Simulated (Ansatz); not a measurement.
CaP2 (I4/mmm): the Drude term of Re ε in the infrared

Re ε of CaP2 (I4/mmm) along x at low photon energies is read from one computed spectrum; the carriers' damping was typed as γ = 0.1 eV. x, y and z are the Cartesian axes of the input cell.

It takes space group I4/mmm (No. 139, tetragonal). The conventional cell has a = 4.069 Å, b = 4.069 Å, c = 7.957 Å, α = 90.00°, β = 90.00°, γ = 90.00°. Ca on site a has 10 P at 2.94 to 3.06 Å as nearest neighbours. Around P on site e lie 1 P at 2.08 Å.

Method: Ansatz 0.2.0, PBE, independent particles, k-mesh 14×14×14 with interpolation inside its cells, Gaussian parameter 0.1 eV.

Launch of the response step: `ansatz run input.yaml --threads 2 --pin off --max-ram 5120MiB --backend cpu --events-out ev --progress --plain --runs-dir out`. The run took 1.9 min, on 2 threads of Arm Neoverse V2, with other jobs on the host.

```
photon energy E (eV)  wavelength (µm)    Re ε
                0.25             4.96  -218.7
                0.30             4.13  -154.1
                0.35             3.54  -113.3
                0.40             3.10   -86.5
                0.50             2.48   -55.0
                0.60             2.07   -37.4
                0.70             1.77       ?
```

A Drude term over a constant background gives Re ε = ε_b − ωp²/(E² + γ²), linear in 1/(E² + γ²).

Working, on the rows shown:

| x = 1/(E² + γ²) (eV⁻²) | y = Re ε |
| --- | --- |
| 13.7931 | -218.7 |
| 10 | -154.1 |
| 7.54717 | -113.3 |
| 5.88235 | -86.5 |
| 3.84615 | -55 |
| 2.7027 | -37.4 |

Means: x̄ = 7.2952, ȳ = -110.83. Σ(x − x̄)(y − ȳ) = -1383, Σ(x − x̄)² = 84.59. Slope = -1383 / 84.59 = -16.35; intercept = ȳ − slope · x̄ = 8.425. The line misses the rows shown by at most 1.7.

Predict the last column of the withheld row from the fit.

At x = 2 the line gives y = -24.27. The run gave -26.3, so the extrapolation is off by 2, 1.1 % of the range in the table.

Refitted with all rows, the slope is -16.26 and the intercept 7.5803. These give ωp = √(−slope) = 4.03 eV, against 4.18 eV from the program's Fermi-surface sum, and an intercept of 7.6. Taking the program's Drude term off the rows leaves 22 at the lowest energy and 9 at the highest, so the background isn't constant: interband transitions lie in or near the window, and neither fitted number can be trusted. The structure is a model and need not exist. The values come from a sum over the points of one k-mesh and carry its error, which is largest for Fermi-surface quantities.

[Logs are printed without paths, hosts, clocks, repeated set-up lines and the standing remarks that a program may print on its own settings, such as how far it seeks lower states.]
